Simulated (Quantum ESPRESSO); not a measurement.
**AlN (F-43m): a worked LO-TO splitting**

Aim: work out the LO frequency and the static dielectric constant of AlN (F-43m) from one linear-response run, then check them.

Main program and level: Quantum ESPRESSO 7.5; DFT LDA, scalar-relativistic, plane waves, JTH PAW pseudopotentials.

## Step 1: The relaxed structure

It takes space group F-43m (No. 216, cubic). The conventional cell has a = 4.338 Å, b = 4.338 Å, c = 4.338 Å, α = 90.00°, β = 90.00°, γ = 90.00°. Nearest to Al lie 4 N at 1.88 Å. Nearest to N lie 4 Al at 1.88 Å. Farther neighbours and most contacts between anions are not listed.

This is the cell after its relaxation at this level of theory, not the database cell from which that began.

## Step 2: What the response run gave

A linear-response run on the relaxed cell, with the response to an electric field; only its zone-centre results are used. Cutoff 60 Ry, k mesh 8×8×8.

The log of the run:

```text
[banners, grids, parts of the stress and lines that vanish by symmetry left out]
Program PHONON v.7.5
     Reading xml data from directory:

[...]
Exchange-correlation= PW
                           (   1   4   0   0   0   0   0)
[...]
kinetic-energy cut-off    =      60.0000  Ry
     charge density cut-off    =     480.0000  Ry
     convergence threshold     =      1.0E-18
[...]
Exchange-correlation= PW
                           (   1   4   0   0   0   0   0)
[...]
q = (   0.0000000   0.0000000   0.0000000 )
     25 Sym.Ops. (with q -> -q+G )
     G cutoff =  816.9381  (  24357 G-vectors)     FFT grid: ( 45, 45, 45)
     G cutoff =  408.4690  (   8657 G-vectors)  smooth grid: ( 30, 30, 30)
     number of k points=    29
[...]
Mode symmetry, T_d (-43m)  point group:
[...]
Dielectric constant
[...]
End of electric fields calculation
          Dielectric constant in cartesian axis
          (       4.552407993      -0.000000000       0.000000000 )
          (       0.000000000       4.552407993      -0.000000000 )
          (       0.000000000      -0.000000000       4.552407993 )
          Effective charges (d Force / dE) in cartesian axis without acoustic sum rule applied (asr)
           atom    1  Al    Mean Z*:        2.53295
      Ex  (        2.53295        0.00000        0.00000 )
      Ey  (        0.00000        2.53295       -0.00000 )
      Ez  (        0.00000       -0.00000        2.53295 )
           atom    2  N     Mean Z*:       -2.53644
      Ex  (       -2.53644        0.00000       -0.00000 )
      Ey  (       -0.00000       -2.53644       -0.00000 )
      Ez  (        0.00000       -0.00000       -2.53644 )
          Effective charges Sum: Mean:       -0.00349
[...]
Effective charges (d Force / dE) in cartesian axis with asr applied:
           atom    1  Al    Mean Z*:        2.53469
[...]
atom    2  N     Mean Z*:       -2.53469
[...]
Representation #   1 modes #   1   2   3
[...]
End of self-consistent calculation
     Convergence has been achieved
     Representation #   2 modes #   4   5   6
[...]
End of self-consistent calculation
     Convergence has been achieved
[...]
Dielectric constant in cartesian axis
          (       4.552407993      -0.000000000       0.000000000 )
          (       0.000000000       4.552407993      -0.000000000 )
          (       0.000000000      -0.000000000       4.552407993 )
          Effective charges (d Force / dE) in cartesian axis without acoustic sum rule applied (asr)
           atom    1  Al    Mean Z*:        2.53295
      Ex  (        2.53295        0.00000        0.00000 )
      Ey  (        0.00000        2.53295       -0.00000 )
      Ez  (        0.00000       -0.00000        2.53295 )
           atom    2  N     Mean Z*:       -2.53644
      Ex  (       -2.53644        0.00000       -0.00000 )
      Ey  (       -0.00000       -2.53644       -0.00000 )
      Ez  (        0.00000       -0.00000       -2.53644 )
          Effective charges Sum: Mean:       -0.00349
[...]
Effective charges (d Force / dE) in cartesian axis with asr applied:
           atom    1  Al    Mean Z*:        2.53469
[...]
atom    2  N     Mean Z*:       -2.53469
[...]
q = (    0.000000000   0.000000000   0.000000000 )
[...]
freq (    1) =      -0.014707 [THz] =      -0.490580 [cm-1]
     freq (    2) =      -0.014707 [THz] =      -0.490580 [cm-1]
     freq (    3) =      -0.014707 [THz] =      -0.490580 [cm-1]
     freq (    4) =      20.037437 [THz] =     668.376939 [cm-1]
     freq (    5) =      20.037437 [THz] =     668.376939 [cm-1]
     freq (    6) =      20.037437 [THz] =     668.376939 [cm-1]
[...]
Mode symmetry, T_d (-43m)  point group:
     freq (   1-   3) =         -0.5  [cm-1]   --> T_2  G_15 P_4   I+R
     freq (   4-   6) =        668.4  [cm-1]   --> T_2  G_15 P_4   I+R

   JOB DONE.
```

| quantity | value |
| --- | --- |
| cell volume Ω (Å³) | 20.404 |
| mass of Al (u) | 26.982 |
| mass of N (u) | 14.007 |
| Born charge of Al, raw (e) | 2.533 |
| Born charge of N, raw (e) | -2.536 |
| ε∞ | 4.552 |
| ω(TO) after the sum rule (cm⁻¹) | 668.4 |

## Step 3: The calculation

The charges must sum to zero over the cell; taking off their mean, -0.002 e, leaves Z* = 2.535 e on Al. In the polar mode Al moves against N, so the reduced mass is μ = 26.98 × 14.01 / 40.99 = 9.220 u.

A longitudinal wave builds up a field that adds to the restoring force: ω(LO)² = ω(TO)² + 4π Z*² / (μ Ω ε∞), in Hartree atomic units. With μ = 16808 electron masses and Ω = 137.69 bohr³ the second term is 7.6632e-06 Ha², or 369131 cm⁻² (1 Ha = 219474.6 cm⁻¹).

So ω(LO) = √(446732 + 369131) = 903.3 cm⁻¹, and by the Lyddane-Sachs-Teller relation ε₀ = ε∞ (ω(LO)/ω(TO))² = 8.31.

## Step 4: Check against the program

The analysis program adds the same non-analytic term to the full matrix, here for q along (1 0 0).

The log of the run:

```text
[banner, memory and clock lines left out]
Program DYNMAT v.7.5

     Reading Dynamical Matrix from file g.dyn
     ...Force constants read
     ...epsilon and Z* read

     Polarizability (A^3 units)
     multiply by 0.457847 for Clausius-Mossotti correction
         5.767901    0.000000    0.000000
        -0.000000    5.767901   -0.000000
         0.000000   -0.000000    5.767901

     IR activities are in (D/A)^2/amu units

# mode   [cm-1]    [THz]      IR
    1     -0.00   -0.0000    0.0000
    2     -0.00   -0.0000    0.0000
    3      0.00    0.0000    0.0000
    4    668.38   20.0374   16.0757
    5    668.38   20.0374   16.0757
    6    903.25   27.0787   16.0757
```

ε₀ comes from the program's run without a direction of q.

| quantity | by hand | program |
| --- | --- | --- |
| ω(LO) (cm⁻¹) | 903.3 | 903.2 |
| ε₀ | 8.31 | 8.31 |

## Step 5: Summary of results

```json
{
  "TO mode": "668.4 cm⁻¹",
  "LO mode": "903.2 cm⁻¹",
  "static dielectric constant": "8.314"
}
```

The LO mode of AlN (F-43m) lies at 903 cm⁻¹, 235 cm⁻¹ above the TO mode; the formula meets the program within 0.1 cm⁻¹, as it must for a cubic crystal with one polar mode. ω(LO)² − ω(TO)² goes with Z*²/ε∞: an error of 5 % in ε∞ would move the LO mode by 9.8 cm⁻¹, and semilocal functionals tend to overestimate ε∞. These are harmonic values at zero temperature, at the volume of this functional, for the structure held cubic; stability elsewhere in the zone is no part of this calculation.

[Host names and launcher messages were left out of these logs when they were recorded.]

[Logs are printed without paths, hosts, clocks, repeated set-up lines and the standing remarks that a program may print on its own settings, such as how far it seeks lower states.]

[Hosts, paths, dates, database ids (printed as entryN), source tags and the programs' standing remarks are cut or masked in the printed files.]
